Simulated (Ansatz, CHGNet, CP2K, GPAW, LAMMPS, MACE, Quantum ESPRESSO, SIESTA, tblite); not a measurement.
# GPAW on aqueous Li+ and I-, 1.5 mol of salt per kg of water at 360 K (110 atoms): settings against a plane-wave reference

Aim: run aqueous Li+ and I-, 1.5 mol of salt per kg of water at 360 K (110 atoms) in GPAW and see how near its forces come to a plane-wave reference, and at what cost.

Calculated with GPAW 26.7.0; the method is named at each step.

### Step 1. The structure

The cell holds 110 atoms: 36 O, 72 H, 1 Li and 1 I. Cell: a = 10.442 Å, b = 10.442 Å, c = 10.442 Å, α = 90.0°, β = 90.0°, γ = 90.0°. 36 H2O, 1 Li+, 1 I- placed at random, at 1.14 g/cm³; overlaps pushed apart, then 10 ps at 420 K with Joung-Cheatham ions (J. Phys. Chem. B 112, 9020 (2008)); SPC/E water (Berendsen, Grigera and Straatsma, J. Phys. Chem. 91, 6269 (1987)). Snapshot after 20 ps at 360 K and fixed volume.

The yardstick, on the same geometry:

* method: Kohn-Sham DFT, PBE, SSSP efficiency 1.3.0 pseudopotentials, plane waves (Quantum ESPRESSO 7.5); sssp-pbe-1.3.0-efficiency, cutoffs 60/480 Ry, Γ point
* r.m.s. force component: 0.5394 eV/Å
* longest force: 1.673 eV/Å
* pressure: -2.009 GPa
* gap (highest filled to lowest empty level): 3.635 eV
* time: 1.7 min on 2 MPI ranks of Arm Neoverse V2, shared host
* CPU time: 3.4 min

### Step 2. PBE, LCAO dzp, h 0.18 Å

Method: Kohn-Sham DFT, PBE, PAW, atomic orbitals (dzp).

Contents of run.py:

```python
import numpy as np
from ase.io import read
from gpaw import GPAW, FermiDirac
from ase.parallel import parprint as print

atoms = read("structure.xyz")
atoms.calc = GPAW(
    mode="lcao",
    basis="dzp",
    h=0.18,
    xc="PBE",
    kpts={"size": (1, 1, 1), "gamma": True},
    occupations=FermiDirac(0.05),
    maxiter=200,
    symmetry={"point_group": False},
    txt="gpaw.txt",
)
energy = atoms.get_potential_energy(force_consistent=True)
forces = atoms.get_forces()
print(f"energy {energy:.6f} eV")
print("forces (eV/A)")
for i, (a, f) in enumerate(zip(atoms, forces)):
    print(f"{i:4d} {a.symbol:2s} {f[0]:10.5f} {f[1]:10.5f} {f[2]:10.5f}")
print(f"Fermi level {atoms.calc.get_fermi_level():.4f} eV")
for k in range(len(atoms.calc.get_ibz_k_points())):
    for s in range(atoms.calc.get_number_of_spins()):
        e = atoms.calc.get_eigenvalues(kpt=k, spin=s)
        n = np.searchsorted(e, atoms.calc.get_fermi_level())
        print(f"k {k} spin {s} levels about the Fermi level:", np.round(e[max(n - 6, 0):n], 4).tolist(), "|", np.round(e[n:n + 6], 4).tolist())
```

Contents of structure.xyz:

```xyz
110
Lattice="10.44226 0.00000 0.00000 0.00000 10.44226 0.00000 0.00000 0.00000 10.44226" Properties=species:S:1:pos:R:3 pbc="T T T"
O 4.42867 0.32841 0.52002
H 4.01787 0.34574 1.43153
H 4.75133 1.24461 0.28236
O 1.91448 0.55156 5.84631
H 2.65171 0.25270 6.45227
H 1.67546 1.49993 6.05463
O 5.08538 1.64977 5.28076
H 5.48866 0.73461 5.27616
H 4.40120 1.70888 6.00764
O 7.56584 7.55832 6.06142
H 7.50861 6.91831 6.82767
H 7.32274 7.08622 5.21403
O 7.38299 6.64389 8.93200
H 7.32900 7.58338 9.27001
H 8.34128 6.36289 8.87978
O 1.44563 0.59657 9.54287
H 2.08407 10.27644 9.64844
H 0.60262 0.26878 9.11630
O 7.42413 3.98195 9.89049
H 7.82919 3.32001 9.25978
H 7.51561 4.90275 9.51133
O 4.90985 5.89142 7.04142
H 5.51717 5.12339 6.83811
H 5.38674 6.54761 7.62619
O 0.73420 1.62659 1.63881
H 1.43320 1.33703 2.29270
H 0.92205 1.21631 0.74641
O 9.87639 1.14468 4.30211
H 9.27241 1.32502 5.07849
H 0.25009 0.66173 4.61976
O 9.08665 9.99711 0.97510
H 9.56553 9.20141 1.34590
H 8.91414 9.85770 0.00000
O 6.74841 3.92055 6.03051
H 7.56479 3.62158 6.52474
H 6.21555 3.12119 5.75275
O 2.13805 6.52526 0.87026
H 1.52854 5.74397 0.73597
H 2.96571 6.22474 1.34413
O 8.65016 9.17321 8.92134
H 8.91685 8.36843 8.39098
H 8.86757 10.00066 8.40362
O 10.15468 6.53456 8.40905
H 0.34240 5.76517 8.51462
H 0.17982 7.28661 7.94426
O 0.42260 4.37562 0.83277
H 9.96808 4.42574 0.39305
H 0.61766 3.42788 1.08516
O 1.23041 8.42325 7.22949
H 1.88692 8.66718 7.94322
H 0.93897 9.24986 6.74810
O 5.15597 2.72198 0.23359
H 5.38037 2.55418 1.19355
H 5.75191 3.43926 10.31476
O 8.51681 4.75196 3.57929
H 8.17733 4.48819 4.48224
[... 50 atom lines left out ...]
H 1.73655 7.87900 5.20338
H 1.03117 6.65673 4.38189
Li 9.18679 1.08725 2.33374
I 9.14063 1.86937 7.67172
```

Command:

```console
$ OMP_NUM_THREADS=1 mpirun -np 2 gpaw python run.py > output.txt
```

Output:

```text
energy -506.881585 eV
forces (eV/A)
   0 O    -0.04340   -0.87764   -0.14901
   1 H    -0.09492    0.29113    0.10385
   2 H    -0.16667   -0.09414    0.02758
   3 O    -0.65133   -0.82428   -0.73830
   4 H     0.33766    0.34093    0.23454
   5 H     0.29555    0.20661    0.12960
   6 O    -0.04489    1.44452   -0.13332
   7 H    -0.28923   -0.34936    0.25910
   8 H     0.66258   -0.78515   -0.10647
   9 O    -0.08507    0.23529   -0.42546
  10 H    -0.20036    0.11910   -0.38568
  11 H     0.18386   -0.16608    0.74276
  12 O    -0.58940   -0.38187   -0.26835
  13 H     0.23708   -0.35688   -0.06178
  14 H     0.64522    0.93534   -0.10435
  15 O    -0.26721    0.29404    0.08501
  16 H    -0.07669   -0.32584   -0.02010
  17 H     0.50537    0.02964    0.18552
  18 O    -0.32560    0.15389   -0.01912
  19 H     0.09330    0.26072   -0.21237
  20 H    -0.37477   -0.22694    0.10582
  21 O    -0.47001    0.49610    0.15809
  22 H     0.51240    0.09106    0.10184
  23 H     0.18500   -0.70300   -0.42791
[...]
102 O     0.08638    0.71764    0.24733
 103 H    -0.40514   -0.44420    0.12473
 104 H     0.62031   -0.59675    0.28952
 105 O     0.04055    0.06076   -0.18720
 106 H    -0.40798   -0.41747   -0.08201
 107 H     0.20278   -0.06405    0.38392
 108 Li   -0.21785   -0.00934   -0.07603
 109 I    -0.39181   -0.00952    0.14613
Fermi level -0.2740 eV
k 0 spin 0 levels about the Fermi level: [-2.7015, -2.5871, -2.4844, -2.3527, -2.2707, -1.9483] | [1.8976, 3.4413, 3.6393, 3.7519, 3.9131, 3.9161]
```

gpaw.txt:

```text
Input parameters:
  mode=LCAO(),
  basis={'default': 'dzp'},
  h=0.18,
  kpts=MonkhorstPack(size=(1, 1, 1), gamma=True),
  maxiter=200,
  occupations=Occupations(name='fermi-dirac', width=0.05, fixmagmom=False),
  symmetry=Symmetry(point_group=False),
  xc=XC(name='PBE')
Unit cell  # Å
| periodic |         x |         y |         z |   lengths |    angles |
|----------|-----------|-----------|-----------|-----------|-----------|
|      yes | 10.442260 |  0.000000 |  0.000000 | 10.442260 | 90.000000 |
|      yes |  0.000000 | 10.442260 |  0.000000 | 10.442260 | 90.000000 |
|      yes |  0.000000 |  0.000000 | 10.442260 | 10.442260 | 90.000000 |
Number of symmetries: 1
Symmetry operations  # r_c * U_cc + t_c -> r_c
|   | kind |            matrix            |
|---|------|------------------------------|
| 0 |  E   |  1, 0, 0,  0, 1, 0,  0, 0, 1 |
BZ-sampling:
  Number of BZ points: 1
  Number of IBZ points: 1
  Monkhorst-Pack size: [1, 1, 1]
  Monkhorst-Pack shift: [0, 0, 0]
[... lines left out ...]
        l=0, rc=3.3125 Bohr: 5s-dz split-valence wave
        l=1, rc=4.3750 Bohr: 5p-dz split-valence wave
        l=2, rc=7.5156 Bohr: d-type Gaussian polarization
      Number of RI-basis functions 0
Reference energy: -268113.558009  # eV
eigensolver:
density mixing:
  MSR1-Mixer
occupation numbers:
  Fermi-Dirac:
    width: 0.0500  # eV
FastPoissonSolver using
    Stencil: 6*3+1=19 point O(h^6) finite-difference Laplacian
xc functional:
  name: PBE with 2 nearest neighbor stencil
interpolation: tri-quintic # 5. degree polynomial
Initialization done in: 3.748 s
convergence criteria:
- Maximum [total energy] change in last 3 cyles: 0.0005 eV / valence electron
- Maximum integral of absolute [dens]ity change: 0.0001 electrons / valence electron
- Maximum integral of absolute [eigenst]ate change: 4e-08 eV^2 / valence electron
maximum number of iterations: 200
SCF iterations
|iter     |      energy | eigst |  dens |
|---------|-------------|-------|-------|
|iter:   1| -532.445901 |      c|       |
|iter:   2| -526.267555 |      c| -0.83 |
|iter:   3| -506.991283 |      c| -0.87 |
|iter:   4| -506.907120 |      c| -1.42 |
|iter:   5| -506.882770c|      c| -1.78 |
|iter:   6| -506.881739c|      c| -2.86 |
|iter:   7| -506.881583c|      c| -3.16 |
|iter:   8| -506.881586c|      c| -3.71 |
|iter:   9| -506.881585c|      c| -4.43c|
Converged in 9 steps
SCF loop duration: 19.127 s (2.125 s/step)
Energy contributions relative to reference atoms: (reference = -268113.558009)
Energy contributions:
  Kinetic:         435.761702
  Coulomb:        -484.370991
  Zero:              6.270904
  External:          0.000000
  Xc:             -464.543200
  Entropy:          -0.000000
  Spinorbit:         0.000000
  ----------------------------
  Free energy:    -506.881585
  Extrapolated:   -506.881585
dipole moment: (-23.483816, -33.857411, -17.211069)  # |e|*Ang
Fermi level: -0.274
Eigenvalues  # (at kpt = [0.000, 0.000, 0.000])
| band index |      eig [eV] | occ [0-2] |
|------------|---------------|-----------|
|          0 |       -22.072 |     2.000 |
|        ... |               |           |
|        140 |        -2.761 |     2.000 |
|        141 |        -2.731 |     2.000 |
[...]
|        155 |         4.472 |     0.000 |
|        ... |               |           |
|        181 |         7.705 |     0.000 |
Gap: 3.846 eV
Transition (v -> c):
  (s=0, k=0, n=147, [0.00, 0.00, 0.00]) -> (s=0, k=0, n=148, [0.00, 0.00, 0.00])
No difference between direct/indirect transitions
Force computation time: 3.888  # s
```

It took 29 s on 2 MPI ranks of Arm Neoverse V2, shared host; peak memory 1.2 GiB; 57 s of CPU time.

Banners, paths, timers and routine set-up lines are dropped from the logs unmarked, and long logs keep their key lines alone; longer cuts are marked.

Compared with the plane-wave run:

```
r.m.s. force component                           : 0.4309 eV/Å
r.m.s. difference of force components            : 414 meV/Å
longest difference of force vectors              : 909.6 meV/Å
force difference over r.m.s. force               : 76.75 %
slope of forces against the reference's          : 0.5246
correlation of force components                  : 0.6566
gap (highest filled to lowest empty level) : 3.846 eV
gap difference                                   : 0.2106 eV
```

This run lies far from the reference in forces at the same functional. Basis and potentials both differ; the latter hold 296 valence electrons against the reference's 298.

Length of the force difference by element (eV/Å):

```tsv
element	atoms	mean	most
H	72	0.66	0.72
I	1	0.018	0.018
Li	1	0.062	0.062
O	36	0.83	0.91
```

Levels nearest the highest filled one (eV from it): -0.75, -0.64, -0.54, -0.40, -0.32, 0.00, 3.85, 5.39, 5.59, 5.70, 5.86, 5.86.

Local excerpt of 9 atoms (numbers count through the whole input) about Li109, the only Li atom; x, y, z are measured from there.

```tsv
atom	x	y	z	distance (Å)	bonds	Fx	Fy	Fz (eV/Å)
Li109	0.00	0.00	0.00	0.00	5	-0.22	-0.01	-0.08
O97	-0.97	1.64	-0.60	1.99	3	0.07	-0.49	-0.53
O31	-0.10	-1.53	-1.36	2.05	3	-0.55	0.64	0.09
O28	0.69	0.06	1.97	2.09	3	-0.01	-0.02	-0.49
O76	-1.86	-0.69	0.64	2.09	3	0.13	0.24	0.08
O25	1.99	0.54	-0.69	2.18	3	-0.47	0.66	0.27
H32	0.38	-2.33	-0.99	2.56	1	0.58	-0.31	-0.43
H99	-0.98	2.38	0.07	2.58	1	-0.30	0.40	0.01
H77	-2.50	-0.97	-0.07	2.69	1	0.28	-0.04	0.88
```

Atoms are counted from 1 here, from 0 in the log.

Forces lie 77 % from the reference's, at 0.28 times its CPU time.

### Step 3. Summary of results

* force difference from the reference: GPAW PBE, LCAO dzp, h 0.18 Å, 77 %
* its CPU time: 57 s

What this shows: The PBE run in local orbitals differs by 77 % (GPAW PBE, LCAO dzp, h 0.18 Å); basis, grid and potentials can all enter, and differences of this size make the forces unusable. One electronic-structure run takes under half the reference's CPU time: GPAW PBE, LCAO dzp, h 0.18 Å, at 77 % in 57 s against 3.4 min, too far off to be of use. In GPAW PBE, LCAO dzp, h 0.18 Å the difference has nearly one length on every H (0.66 eV/Å) and points along its bond, outwards: this method prefers longer bonds, and stiff bonds to hydrogen turn a small shift into a large force. At the same functional, the gap of GPAW PBE, LCAO dzp, h 0.18 Å lies 0.21 eV above the reference's 3.64 eV. With short bonds to hydrogen, sets of potentials differ among themselves by several per cent in forces even at converged cutoffs, so the reference isn't exact here either. The potentials hold different valence shells: 298 electrons in the reference, 296 in GPAW; this bears on time and differences. The network of contacts between molecules at the start is that of the classical potential that made the cell, and needn't be the one that DFT or experiment would give. The reference's PBE has no dispersion term, which matters for the binding between molecules or layers. The density was typed from a rule of thumb and may lie off the real one at this temperature. The electronic-structure runs sample only Γ, in a cell whose shortest periodic width is 10 Å. Spin–orbit coupling is left out, which matters for the levels of the heavy elements.

[Also dropped from logs without a mark: logging warnings of Python, and SIESTA's first energy breakdown and zero terms.]

[Logs are printed without paths, hosts, clocks, repeated set-up lines and the standing remarks that a program may print on its own settings, such as how far it seeks lower states.]

[Hosts, paths, dates, database ids (printed as entryN), source tags and the programs' standing remarks are cut or masked in the printed files.]
